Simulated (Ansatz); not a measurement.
# The perfect W wire along [111], 13 atoms a period

What gap, if any, does the W wire along [111], 13 atoms a period have, and how many channels would it open?

Method: DFT PBE, plane waves, PAW; relaxation of a wire's period; PAW set soft_1, in the first sound run; inputs show where later runs differ, in Ansatz 0.2.0.

## (1) The structure

The cell holds 13 atoms: 13 W. Cell: a = 15.766 Å, b = 14.565 Å, c = 2.745 Å, α = 90.0°, β = 90.0°, γ = 90.0°. Vacuum lies along a and b. The structure's axis is c.

## (2) Relaxation of atoms and period

Band widths follow the bond lengths, so the wire is relaxed first. The atoms and the third cell vector are free; the box across stays fixed as vacuum. A Fermi-Dirac smearing is set since the result may be a metal. The pressure printed is a third of the stress's trace over the whole box, vacuum included; only the stress along the axis is relaxed.

input.yaml reads:

```yaml
crystal:
  lattice:
    - [15.766, 0.0, 0.0]
    - [0.0, 14.565, 0.0]
    - [0.0, 0.0, 2.74530053]
  atoms:
    - { symbol: W, position: [0.215653939, 0.499995966, 0.0] }
    - { symbol: W, position: [0.357828777, 0.766555612, 0.0] }
    - { symbol: W, position: [0.500003615, 0.499995966, 0.0] }
    - { symbol: W, position: [0.642178453, 0.766555612, 0.0] }
    - { symbol: W, position: [0.357828777, 0.411142751, 0.333333333] }
    - { symbol: W, position: [0.500003615, 0.677702396, 0.333333333] }
    - { symbol: W, position: [0.642178453, 0.411142751, 0.333333333] }
    - { symbol: W, position: [0.357828777, 0.588849181, 0.666666667] }
    - { symbol: W, position: [0.500003615, 0.322289535, 0.666666667] }
    - { symbol: W, position: [0.642178453, 0.588849181, 0.666666667] }
    - { symbol: W, position: [0.357828777, 0.23343632, 0.0] }
    - { symbol: W, position: [0.642178453, 0.23343632, 0.0] }
    - { symbol: W, position: [0.784353291, 0.499995966, 0.0] }
kpoints:
  mp_grid: { grid: [1, 1, 30] }
scf:
  occupations: { method: fermi_dirac, width: 0.05 }
hamiltonian:
  xc: pbe
  pseudopotentials: { kind: paw, azcp: { folder: soft_1 } }
relax:
  cell: { fix: [a, b, alpha, beta, gamma] }
  max_steps: 45
  f_tol: 0.03
```

Run with:

```
> ansatz run input.yaml --threads 4 --pin off --max-ram 16384MiB --backend cpu --events-out ev --progress --plain --runs-dir out
```

Numbers of over 12 decimals in the logs are rounded to 6 here.

The program printed:

```text
Engine: ansatz 0.2.0, x86_64-unknown-linux-gnu
Pseudopotentials: kind: paw
Pseudopotential: W, paw, valence charge 14, recommended cutoff 420 eV (normal), soft_1/W.paw.azcp
Functional definition: PBE
  parameter kappa = 0.804
  parameter beta = 0.066725
  exchange = pbe_x(kappa = kappa, mu = beta*pi^2/3)
  correlation = pbe_c(beta = beta)
Crystal: 13 atoms, lattice volume = 630.408 Å³
Basis set: ecut = 420 eV, 12353 PW (Γ), exchange–correlation on 216×200×40 points (8 copies of the dense FFT grid, shifted against one another)
Bands: 110, of which v1, the nominal top of the filled ones, is band 91 counted from 1 (90 counted from 0)
Symmetry: 4 space group operations
Space group: P2/m (ITA 10), of the structure as read, at distance tolerance 8.6e-5 Å
k-points: 16 of 30
Non-local potential: W, projectors of the file, l = 0: 3, l = 1: 2, l = 2: 2, l = 3: 1
PAW form: soft (Blöchl's): semilocal exchange-correlation on the pseudo side does not see the compensation charge
PAW one-centre angular grid: W, 590 points (default); XC on 64 Gauss nodes
Initial density: superposition of atomic densities (neutral atoms: chi_scale 0, normalization atom)
Initial wavefunctions: pseudopotential atomic-orbital guess
Functional: x = pbe(κ = 0.804, μ = 0.219515), c = pbe(β = 0.066725)
SCF iter   1: F=—  HF=-135004.098729 eV  |F-HF|=—  |Δ(HF+E_count)|=         —  Δρ=4.91e-2  dr2=1.37e2  ethr=3.10e-3  ⟨swp⟩=9.3  Hψ=8127  notcnv=0
preconditioner: auto → LDOS  [metal: Δε(μ)=0.012 eV  Ē_g=4.442 eV  σ=0.050 eV  W_gap=0.06  n_scr=92 (ndim 8)  ℏωp=13.1 eV  f_vac=0.489  D(μ)=16.84/eV (n_scr^D=92)  β→1.0]
SCF iter   2: F=—  HF=-134995.193794 eV  |F-HF|=—  |Δ(HF+E_count)|=    8.90e0  Δρ=2.96e-2  dr2=1.82e1  ethr=3.10e-3  ⟨swp⟩=5.1  Hψ=4945  notcnv=0  defer=14
SCF iter   3: F=—  HF=-134993.660378 eV  |F-HF|=—  |Δ(HF+E_count)|=    1.53e0  Δρ=9.02e-3  dr2=2.01e0  ethr=3.10e-3  ⟨swp⟩=4.1  Hψ=3953  notcnv=0  defer=23
SCF iter   4: F=—  HF=-134993.281355 eV  |F-HF|=—  |Δ(HF+E_count)|=   3.79e-1  Δρ=2.56e-3  dr2=1.88e-1  ethr=1.10e-3  ⟨swp⟩=2.8  Hψ=2690  notcnv=0  defer=26
SCF iter   5: F=—  HF=-134993.270187 eV  |F-HF|=—  |Δ(HF+E_count)|=   1.12e-2  Δρ=1.26e-3  dr2=2.52e-2  ethr=1.03e-4  ⟨swp⟩=2.9  Hψ=2737  notcnv=0  defer=26
SCF iter   6: F=—  HF=-134993.270499 eV  |F-HF|=—  |Δ(HF+E_count)|=   3.12e-4  Δρ=4.46e-4  dr2=2.47e-3  ethr=1.38e-5  ⟨swp⟩=2.3  Hψ=2434  notcnv=0  defer=24
SCF iter   7: F=—  HF=-134993.270635 eV  |F-HF|=—  |Δ(HF+E_count)|=   1.36e-4  Δρ=1.47e-4  dr2=3.24e-4  ethr=1.36e-6  ⟨swp⟩=3.2  Hψ=3389  notcnv=0  defer=24
SCF iter   8: F=—  HF=-134993.270748 eV  |F-HF|=—  |Δ(HF+E_count)|=   1.13e-4  Δρ=6.22e-5  dr2=3.75e-5  ethr=1.78e-7  ⟨swp⟩=2.6  Hψ=2622  notcnv=0  defer=24
SCF iter   9: F=—  HF=-134993.270435 eV  |F-HF|=—  |Δ(HF+E_count)|=   3.13e-4  Δρ=2.50e-5  dr2=5.30e-6  ethr=2.06e-8  ⟨swp⟩=2.4  Hψ=2644  notcnv=0  defer=24
SCF iter  10: F=—  HF=-134993.270440 eV  |F-HF|=—  |Δ(HF+E_count)|=   5.30e-6  Δρ=1.06e-5  dr2=1.02e-6  ethr=2.91e-9  ⟨swp⟩=2.7  Hψ=3059  notcnv=0  defer=24
SCF iter  11: F=-134993.270441 eV  HF=-134993.270441 eV  |F-HF|=2.67e-7  |Δ(HF+E_count)|=   5.81e-7  Δρ=4.64e-6  dr2=9.81e-8  ethr=5.49e-11  ⟨swp⟩=4.3  Hψ=7413  notcnv=0
SCF 1 converged in 11 iterations: F = -134993.270441 eV  dr2 = 9.81e-8
  greatest PAW one-centre occupation: 0.999 electrons in one spin orbital (limit 2), on the W atom at site 2 (counted from 0), in its partial waves of l = 0
relax step   1: F+E_penalty+E_count = -134993.27044102 eV  Δ(F+E_penalty+E_count) = +0.000e0 eV  max|allowed force component| = 3.161e0 eV/Å  Δτ_max = 0.0000 Å  P = -6.864 GPa  Ω = 630.408 Å³  fix = [a, b, alpha, beta, gamma]  reactions: a -6.031, b -6.080 GPa; alpha -0.015 GPa/rad  (11 SCF iters, dr2 threshold 1.00e-7 eV, accepted)
Crystal: 13 atoms, lattice volume = 612.665 Å³
Basis set: ecut = 420 eV, 12025 PW (Γ), exchange–correlation on 216×200×40 points (8 copies of the dense FFT grid, shifted against one another)
Initial density: handed on by an earlier stage of this run
Initial wavefunctions: those handed on with the density
SCF iter   1: F=—  HF=-134997.570827 eV  |F-HF|=—  |Δ(HF+E_count)|=         —  Δρ=1.99e-2  dr2=5.87e0  ethr=3.10e-3  ⟨swp⟩=10.4  Hψ=8503  notcnv=0  defer=3
preconditioner: auto → LDOS  [metal: Δε(μ)=0.048 eV  Ē_g=4.281 eV  σ=0.050 eV  W_gap=0.23  n_scr=92 (ndim 8)  ℏωp=13.2 eV  f_vac=0.524  D(μ)=10.46/eV (n_scr^D=52)  β→1.0]
SCF iter   2: F=—  HF=-134997.193088 eV  |F-HF|=—  |Δ(HF+E_count)|=   3.78e-1  Δρ=1.33e-2  dr2=4.56e0  ethr=3.10e-3  ⟨swp⟩=3.6  Hψ=3138  notcnv=0  defer=56
SCF iter   3: F=—  HF=-134996.706655 eV  |F-HF|=—  |Δ(HF+E_count)|=   4.86e-1  Δρ=2.64e-3  dr2=1.68e-1  ethr=2.50e-3  ⟨swp⟩=2.9  Hψ=2546  notcnv=0  defer=56
SCF iter   4: F=—  HF=-134996.699171 eV  |F-HF|=—  |Δ(HF+E_count)|=   7.48e-3  Δρ=9.60e-4  dr2=8.15e-3  ethr=9.21e-5  ⟨swp⟩=2.4  Hψ=2872  notcnv=0  defer=52
SCF iter   5: F=—  HF=-134996.702231 eV  |F-HF|=—  |Δ(HF+E_count)|=   3.06e-3  Δρ=3.80e-4  dr2=2.04e-3  ethr=4.48e-6  ⟨swp⟩=2.4  Hψ=3131  notcnv=0  defer=52
SCF iter   6: F=—  HF=-134996.702730 eV  |F-HF|=—  |Δ(HF+E_count)|=   5.00e-4  Δρ=1.18e-4  dr2=1.70e-4  ethr=1.12e-6  ⟨swp⟩=2.2  Hψ=2805  notcnv=0  defer=52
SCF iter   7: F=—  HF=-134996.702478 eV  |F-HF|=—  |Δ(HF+E_count)|=   2.52e-4  Δρ=3.77e-5  dr2=9.21e-6  ethr=9.34e-8  ⟨swp⟩=2.9  Hψ=3117  notcnv=0  defer=52
SCF iter   8: F=—  HF=-134996.702487 eV  |F-HF|=—  |Δ(HF+E_count)|=   9.07e-6  Δρ=1.23e-5  dr2=1.32e-6  ethr=7.14e-10  ⟨swp⟩=5.3  Hψ=6688  notcnv=0
SCF iter   9: F=-134996.702488 eV  HF=-134996.702488 eV  |F-HF|=5.94e-9  |Δ(HF+E_count)|=   7.85e-7  Δρ=3.99e-6  dr2=2.19e-7  ethr=7.14e-10  ⟨swp⟩=4.2  Hψ=5140  notcnv=0
SCF 2 converged in 9 iterations: F = -134996.702488 eV  dr2 = 2.19e-7
  greatest PAW one-centre occupation: 0.999 electrons in one spin orbital (limit 2), on the W atom at site 8 (counted from 0), in its partial waves of l = 0
relax step   2: F+E_penalty+E_count = -134996.70248789 eV  Δ(F+E_penalty+E_count) = -3.432e0 eV  max|allowed force component| = 5.958e-1 eV/Å  Δτ_max = 0.1950 Å  P = -0.064 GPa  Ω = 612.665 Å³  energy of the carried Pulay correction = +2.907e-3 eV  fix = [a, b, alpha, beta, gamma]  reactions: a +0.098, b +0.082 GPa; alpha -0.004 GPa/rad  (9 SCF iters, dr2 threshold 1.30e-6 eV, accepted)
Crystal: 13 atoms, lattice volume = 609.939 Å³
Basis set: ecut = 420 eV, 11981 PW (Γ), exchange–correlation on 216×200×40 points (8 copies of the dense FFT grid, shifted against one another)
iter 1 solved again at ethr=3.84e-4 eV; its pass at ethr=3.10e-3 eV (dr2=6.98e-1 eV) is discarded
SCF iter   1: F=—  HF=-134996.825044 eV  |F-HF|=—  |Δ(HF+E_count)|=         —  Δρ=5.09e-3  dr2=7.23e-1  ethr=3.84e-4  ⟨swp⟩=3.2  Hψ=7575  notcnv=0
preconditioner: auto → LDOS  [metal: Δε(μ)=0.013 eV  Ē_g=4.230 eV  σ=0.050 eV  W_gap=0.06  n_scr=92 (ndim 8)  ℏωp=13.3 eV  f_vac=0.526  D(μ)=12.09/eV (n_scr^D=64)  β→1.0]
SCF iter   2: F=—  HF=-134996.810186 eV  |F-HF|=—  |Δ(HF+E_count)|=   1.49e-2  Δρ=3.84e-3  dr2=4.96e-1  ethr=3.84e-4  ⟨swp⟩=4.1  Hψ=2910  notcnv=0  defer=1
SCF iter   3: F=—  HF=-134996.774563 eV  |F-HF|=—  |Δ(HF+E_count)|=   3.56e-2  Δρ=9.08e-4  dr2=2.28e-2  ethr=2.72e-4  ⟨swp⟩=2.2  Hψ=2835  notcnv=0  defer=59
SCF iter   4: F=—  HF=-134996.771783 eV  |F-HF|=—  |Δ(HF+E_count)|=   2.78e-3  Δρ=2.12e-4  dr2=3.53e-4  ethr=1.25e-5  ⟨swp⟩=2.6  Hψ=2733  notcnv=0  defer=59
SCF iter   5: F=—  HF=-134996.771393 eV  |F-HF|=—  |Δ(HF+E_count)|=   3.91e-4  Δρ=5.27e-5  dr2=2.00e-5  ethr=1.94e-7  ⟨swp⟩=2.8  Hψ=3232  notcnv=0  defer=59
SCF iter   6: F=—  HF=-134996.771407 eV  |F-HF|=—  |Δ(HF+E_count)|=   1.42e-5  Δρ=2.05e-5  dr2=5.67e-6  ethr=1.10e-8  ⟨swp⟩=2.0  Hψ=2932  notcnv=0  defer=59
SCF iter   7: F=-134996.771408 eV  HF=-134996.771408 eV  |F-HF|=1.30e-7  |Δ(HF+E_count)|=   7.36e-7  Δρ=7.14e-6  dr2=7.60e-7  ethr=7.14e-10  ⟨swp⟩=2.8  Hψ=7033  notcnv=0
SCF 3 converged in 7 iterations: F = -134996.771408 eV  dr2 = 7.60e-7
relax step   3: F+E_penalty+E_count = -134996.77140774 eV  Δ(F+E_penalty+E_count) = -6.892e-2 eV  max|allowed force component| = 3.223e-1 eV/Å  Δτ_max = 0.0675 Å  P = +0.604 GPa  Ω = 609.939 Å³  energy of the carried Pulay correction = +3.361e-3 eV  fix = [a, b, alpha, beta, gamma]  reactions: a +0.505, b +0.499 GPa; alpha +0.009 GPa/rad  (7 SCF iters, dr2 threshold 1.30e-6 eV, accepted)
Crystal: 13 atoms, lattice volume = 611.751 Å³
Basis set: ecut = 420 eV, 12013 PW (Γ), exchange–correlation on 216×200×40 points (8 copies of the dense FFT grid, shifted against one another)
iter 1 solved again at ethr=1.85e-4 eV; its pass at ethr=3.10e-3 eV (dr2=3.37e-1 eV) is discarded
SCF iter   1: F=—  HF=-134996.816193 eV  |F-HF|=—  |Δ(HF+E_count)|=         —  Δρ=3.01e-3  dr2=3.40e-1  ethr=1.85e-4  ⟨swp⟩=2.5  Hψ=6606  notcnv=0
preconditioner: auto → LDOS  [metal: Δε(μ)=0.032 eV  Ē_g=4.164 eV  σ=0.050 eV  W_gap=0.16  n_scr=92 (ndim 8)  ℏωp=13.3 eV  f_vac=0.522  D(μ)=11.99/eV (n_scr^D=64)  β→1.0]
SCF iter   2: F=—  HF=-134996.808992 eV  |F-HF|=—  |Δ(HF+E_count)|=   7.20e-3  Δρ=2.32e-3  dr2=2.12e-1  ethr=1.85e-4  ⟨swp⟩=3.4  Hψ=2674  notcnv=0  defer=1
SCF iter   3: F=—  HF=-134996.798121 eV  |F-HF|=—  |Δ(HF+E_count)|=   1.09e-2  Δρ=5.87e-4  dr2=1.06e-2  ethr=1.16e-4  ⟨swp⟩=2.1  Hψ=2497  notcnv=0  defer=2
SCF iter   4: F=—  HF=-134996.797114 eV  |F-HF|=—  |Δ(HF+E_count)|=   1.01e-3  Δρ=1.21e-4  dr2=1.62e-4  ethr=5.84e-6  ⟨swp⟩=2.1  Hψ=2384  notcnv=0  defer=2
SCF iter   5: F=—  HF=-134996.796765 eV  |F-HF|=—  |Δ(HF+E_count)|=   3.48e-4  Δρ=3.17e-5  dr2=1.20e-5  ethr=8.90e-8  ⟨swp⟩=3.1  Hψ=3106  notcnv=0  defer=2
SCF iter   6: F=—  HF=-134996.796767 eV  |F-HF|=—  |Δ(HF+E_count)|=   1.83e-6  Δρ=1.19e-5  dr2=2.24e-6  ethr=7.14e-10  ⟨swp⟩=5.6  Hψ=6711  notcnv=0
SCF iter   7: F=-134996.796767 eV  HF=-134996.796767 eV  |F-HF|=1.86e-7  |Δ(HF+E_count)|=   2.56e-7  Δρ=4.74e-6  dr2=3.49e-7  ethr=7.14e-10  ⟨swp⟩=5.0  Hψ=5491  notcnv=0
SCF 4 converged in 7 iterations: F = -134996.796767 eV  dr2 = 3.49e-7
relax step   4: F+E_penalty+E_count = -134996.79676698 eV  Δ(F+E_penalty+E_count) = -2.536e-2 eV  max|allowed force component| = 8.395e-2 eV/Å  Δτ_max = 0.0287 Å  P = -0.278 GPa  Ω = 611.751 Å³  energy of the carried Pulay correction = +3.059e-3 eV  fix = [a, b, alpha, beta, gamma]  reactions: a -0.317, b -0.326 GPa; alpha +0.009 GPa/rad  (7 SCF iters, dr2 threshold 1.30e-6 eV, accepted)
Crystal: 13 atoms, lattice volume = 612.496 Å³
Basis set: ecut = 420 eV, 12017 PW (Γ), exchange–correlation on 216×200×40 points (8 copies of the dense FFT grid, shifted against one another)
iter 1 solved again at ethr=4.50e-6 eV; its pass at ethr=3.10e-3 eV (dr2=8.18e-3 eV) is discarded
SCF iter   1: F=—  HF=-134996.798317 eV  |F-HF|=—  |Δ(HF+E_count)|=         —  Δρ=5.66e-4  dr2=8.81e-3  ethr=4.50e-6  ⟨swp⟩=2.2  Hψ=6465  notcnv=0
preconditioner: auto → LDOS  [metal: Δε(μ)=0.059 eV  Ē_g=4.180 eV  σ=0.050 eV  W_gap=0.27  n_scr=92 (ndim 8)  ℏωp=13.3 eV  f_vac=0.524  D(μ)=12.06/eV (n_scr^D=64)  β→1.0]
SCF iter   2: F=—  HF=-134996.798039 eV  |F-HF|=—  |Δ(HF+E_count)|=   2.78e-4  Δρ=3.79e-4  dr2=5.31e-3  ethr=4.50e-6  ⟨swp⟩=2.0  Hψ=2418  notcnv=0
SCF iter   3: F=—  HF=-134996.797756 eV  |F-HF|=—  |Δ(HF+E_count)|=   2.82e-4  Δρ=1.02e-4  dr2=2.71e-4  ethr=2.92e-6  ⟨swp⟩=2.0  Hψ=2361  notcnv=0
SCF iter   4: F=—  HF=-134996.797428 eV  |F-HF|=—  |Δ(HF+E_count)|=   3.29e-4  Δρ=2.30e-5  dr2=5.53e-6  ethr=1.49e-7  ⟨swp⟩=2.2  Hψ=2521  notcnv=0
SCF iter   5: F=—  HF=-134996.797427 eV  |F-HF|=—  |Δ(HF+E_count)|=   5.15e-7  Δρ=8.83e-6  dr2=8.61e-7  ethr=3.04e-9  ⟨swp⟩=3.0  Hψ=2919  notcnv=0
SCF iter   6: F=-134996.797427 eV  HF=-134996.797427 eV  |F-HF|=9.17e-9  |Δ(HF+E_count)|=   1.16e-7  Δρ=3.60e-6  dr2=1.29e-7  ethr=2.42e-10  ⟨swp⟩=5.1  Hψ=5676  notcnv=0
SCF 5 converged in 6 iterations: F = -134996.797427 eV  dr2 = 1.29e-7
relax step   5: F+E_penalty+E_count = -134996.79742717 eV  Δ(F+E_penalty+E_count) = -6.602e-4 eV  max|allowed force component| = 5.356e-2 eV/Å  Δτ_max = 0.0049 Å  P = -0.231 GPa  Ω = 612.496 Å³  energy of the carried Pulay correction = +2.935e-3 eV  fix = [a, b, alpha, beta, gamma]  reactions: a -0.186, b -0.211 GPa; alpha +0.014 GPa/rad  (6 SCF iters, dr2 threshold 4.40e-7 eV, accepted)
Crystal: 13 atoms, lattice volume = 611.630 Å³
iter 1 solved again at ethr=1.34e-6 eV; its pass at ethr=3.10e-3 eV (dr2=2.45e-3 eV) is discarded
SCF iter   1: F=—  HF=-134996.799091 eV  |F-HF|=—  |Δ(HF+E_count)|=         —  Δρ=2.79e-4  dr2=2.53e-3  ethr=1.34e-6  ⟨swp⟩=2.8  Hψ=7940  notcnv=0
preconditioner: auto → LDOS  [metal: Δε(μ)=0.056 eV  Ē_g=4.190 eV  σ=0.050 eV  W_gap=0.26  n_scr=92 (ndim 8)  ℏωp=13.3 eV  f_vac=0.524  D(μ)=11.95/eV (n_scr^D=64)  β→1.0]
SCF iter   2: F=—  HF=-134996.798997 eV  |F-HF|=—  |Δ(HF+E_count)|=   9.36e-5  Δρ=1.83e-4  dr2=1.04e-3  ethr=1.34e-6  ⟨swp⟩=2.0  Hψ=2249  notcnv=0
SCF iter   3: F=—  HF=-134996.798923 eV  |F-HF|=—  |Δ(HF+E_count)|=   7.39e-5  Δρ=4.50e-5  dr2=5.96e-5  ethr=5.74e-7  ⟨swp⟩=2.0  Hψ=2212  notcnv=0
SCF iter   4: F=—  HF=-134996.798615 eV  |F-HF|=—  |Δ(HF+E_count)|=   3.08e-4  Δρ=8.33e-6  dr2=8.30e-7  ethr=3.27e-8  ⟨swp⟩=2.0  Hψ=2342  notcnv=0
SCF iter   5: F=-134996.798615 eV  HF=-134996.798615 eV  |F-HF|=4.93e-8  |Δ(HF+E_count)|=   8.11e-8  Δρ=3.69e-6  dr2=1.56e-7  ethr=1.20e-10  ⟨swp⟩=5.4  Hψ=6183  notcnv=0
SCF 6 converged in 5 iterations: F = -134996.798615 eV  dr2 = 1.56e-7
relax step   6: F+E_penalty+E_count = -134996.79861495 eV  Δ(F+E_penalty+E_count) = -1.188e-3 eV  max|allowed force component| = 1.719e-2 eV/Å  Δτ_max = 0.0025 Å  P = -0.018 GPa  Ω = 611.630 Å³  energy of the carried Pulay correction = +3.079e-3 eV  fix = [a, b, alpha, beta, gamma]  reactions: a -0.038, b -0.041 GPa; alpha +0.010 GPa/rad  (5 SCF iters, dr2 threshold 2.19e-7 eV, accepted)
Basis set: ecut = 420 eV, 12013 PW (Γ), exchange–correlation on 216×200×36 points (8 copies of the dense FFT grid, shifted against one another)
Initial wavefunctions: pseudopotential atomic-orbital guess (no wavefunctions were taken with the density)
iter 1 solved again at ethr=1.77e-7 eV; its pass at ethr=3.10e-3 eV (dr2=3.22e-4 eV) is discarded
SCF iter   1: F=—  HF=-134996.795577 eV  |F-HF|=—  |Δ(HF+E_count)|=         —  Δρ=4.89e-5  dr2=2.06e-6  ethr=1.77e-7  ⟨swp⟩=4.8  Hψ=13437  notcnv=0
preconditioner: auto → LDOS  [metal: Δε(μ)=0.057 eV  Ē_g=4.188 eV  σ=0.050 eV  W_gap=0.26  n_scr=92 (ndim 8)  ℏωp=13.3 eV  f_vac=0.524  D(μ)=11.98/eV (n_scr^D=64)  β→1.0]
SCF iter   2: F=—  HF=-134996.795642 eV  |F-HF|=—  |Δ(HF+E_count)|=   6.51e-5  Δρ=6.32e-6  dr2=3.17e-7  ethr=1.13e-9  ⟨swp⟩=3.0  Hψ=3638  notcnv=0
SCF iter   3: F=—  HF=-134996.795642 eV  |F-HF|=—  |Δ(HF+E_count)|=   3.30e-8  Δρ=3.80e-6  dr2=2.49e-7  ethr=1.74e-10  ⟨swp⟩=2.4  Hψ=3164  notcnv=0
SCF iter   4: F=—  HF=-134996.795642 eV  |F-HF|=—  |Δ(HF+E_count)|=   2.77e-8  Δρ=1.39e-6  dr2=1.97e-8  ethr=1.37e-10  ⟨swp⟩=2.1  Hψ=2296  notcnv=0
SCF iter   5: F=—  HF=-134996.795642 eV  |F-HF|=—  |Δ(HF+E_count)|=   5.38e-9  Δρ=4.41e-7  dr2=3.23e-9  ethr=1.08e-11  ⟨swp⟩=2.9  Hψ=3617  notcnv=0
SCF iter   6: F=—  HF=-134996.795642 eV  |F-HF|=—  |Δ(HF+E_count)|=  3.78e-10  Δρ=1.12e-7  dr2=1.86e-10  ethr=1.78e-12  ⟨swp⟩=2.0  Hψ=2249  notcnv=0
SCF iter   7: F=-134996.795642 eV  HF=-134996.795642 eV  |F-HF|=5.82e-11  |Δ(HF+E_count)|=  2.91e-11  Δρ=2.97e-8  dr2=1.31e-11  ethr=1.00e-12  ⟨swp⟩=5.0  Hψ=6219  notcnv=0
SCF 7 converged in 7 iterations: F = -134996.795642 eV  dr2 = 1.31e-11
relax step   7: F+E_penalty+E_count = -134996.79564237 eV  Δ(F+E_penalty+E_count) = +2.973e-3 eV  max|allowed force component| = 1.715e-2 eV/Å  Δτ_max = 0.0000 Å  P = -0.019 GPa  Ω = 611.630 Å³  fix = [a, b, alpha, beta, gamma]  reactions: a -0.037, b -0.040 GPa; alpha +0.010 GPa/rad  stress off target by 2.14e-2 GPa on what of the cell is left free  SCF on the basis re-selected at this cell (its energy is not comparable with the rows above)  (7 SCF iters)
basis re-selected at this cell: Δ(F+E_penalty+E_count) = +2.973e-3 eV, ΔP = -0.000 GPa vs the last step (what re-selecting the basis moved, of the pressure what is left beyond the Pulay correction that the steps carried, after the strain that the cell walked since its last selection, with what the two solves' SCF thresholds leave and, on support functions, any second-order correction that the steps lacked; it is no measure of the basis error at this ecutwfc). The dense FFT grid was sized anew with the basis: this SCF ran on 108×100×18 points, the steps before it on 108×100×20, so part of this shift can come from that change (see relax.cell in the input reference). [rest of the remark cut]
SCF converged after 7 iterations
Free energy (F): -134996.795642 eV
Harris-Foulkes:  -134996.795642 eV  (|F-HF|=5.82e-11)
Internal energy: -134996.695584 eV  (E = F + TS)
E sigma→0 (E₀):  -134996.745613 eV
Entropy (-TS):   -0.100058 eV (-7.697 meV/atom)
Fermi energy:    5.002559 eV
--- Per-component energies (eV) ---
  E_band       = -4193.585029
  E_kinetic    = 5480.279173
  E_local      = -91561.192156  (includes V_loc(G=0)·N_el)
  E_nonlocal   = -317.217631
  E_hartree    = 43652.823571
  E_xc         = -3462.622931
  E_vxc        = -2983.480048  (∫ρ·V_xc dr)
  E_paw        = -111515.176117  (= ΣΔE_a)
  E_vpaw       = -2117.622996  (= ΣTr[D̂ρ^β])
  E_aug_tail   = 0.001965  (compensation charges beyond the density's cutoff)
  E_ewald      = 22726.408541
  E_smearing   = -0.100058  (= −TS)
  E_closure    = 0.000000  (closes the sum)
  Σ components = -134996.795642   (vs F -134996.795642, Δ=0.00e0)
--- Forces (eV/Å), atoms counted from 1 ---
  atom   1  W      0.00525634    -0.00000000     0.00000000
  atom   2  W     -0.00009348     0.00034936     0.00003348
  atom   3  W      0.00000000     0.00000000     0.00000000
  atom   4  W      0.00009348     0.00034936     0.00003348
  atom   5  W      0.00299858     0.00432767     0.01592925
  atom   6  W     -0.00000000    -0.00404892     0.01714871
  atom   7  W     -0.00299858     0.00432767     0.01592925
  atom   8  W      0.00299858    -0.00432767    -0.01592925
  atom   9  W      0.00000000     0.00404892    -0.01714871
  atom  10  W     -0.00299858    -0.00432767    -0.01592925
  atom  11  W     -0.00009348    -0.00034936    -0.00003348
  atom  12  W      0.00009348    -0.00034936    -0.00003348
  atom  13  W     -0.00525634     0.00000000     0.00000000
  max |Σ_I F_I| component: 3.42e-18 eV/Å
--- Stress (GPa, compression-positive) ---
       -0.037002       0.000000      -0.000000
        0.000000      -0.040095      -0.010120
       -0.000000      -0.010120       0.021415
  P = ⅓ Tr σ = -0.0186 GPa (-0.186 kbar)
--- Relaxed structure (6 steps of the walk, 6 accepted, 1 SCFs on fresh bases) ---
  F+E_penalty+E_count = -134996.79564237 eV   max|allowed force component| = 1.715e-2 eV/Å   (the final SCF, on the basis selected at the relaxed cell)
  cell:  # Å, volume = 611.6296 Å³
    - [15.766, 0, 0]
    - [0, 14.565, 0]
    - [0, 0, 2.663523]
  atoms:
    - { symbol: W, position: [0.227376, 0.5, 7.489753716424115e-18] }
    - { symbol: W, position: [0.363770, 0.755490, 0.000972902] }
    - { symbol: W, position: [0.500000, 0.5, 0] }
    - { symbol: W, position: [0.636230, 0.755490, 0.000972902] }
    - { symbol: W, position: [0.352443, 0.407826, 0.315863] }
    - { symbol: W, position: [0.500000, 0.684262, 0.317182] }
    - { symbol: W, position: [0.647557, 0.407826, 0.315863] }
    - { symbol: W, position: [0.352443, 0.592174, 0.684137] }
    - { symbol: W, position: [0.500000, 0.315738, 0.682818] }
    - { symbol: W, position: [0.647557, 0.592174, 0.684137] }
    - { symbol: W, position: [0.363770, 0.244510, -0.000972902] }
    - { symbol: W, position: [0.636230, 0.244510, -0.000972902] }
    - { symbol: W, position: [0.772624, 0.5, -7.462122616617823e-18] }
```

It took 78 s on 4 threads of Intel Xeon Platinum 8559C (Emerald Rapids), shared host; peak memory 2.1 GiB.

[end of part 1 of 2]

[Logs are printed without paths, hosts, clocks, repeated set-up lines and the standing remarks that a program may print on its own settings, such as how far it seeks lower states.]

[Hosts, paths, dates, database ids (printed as entryN), source tags and the programs' standing remarks are cut or masked in the printed files.]
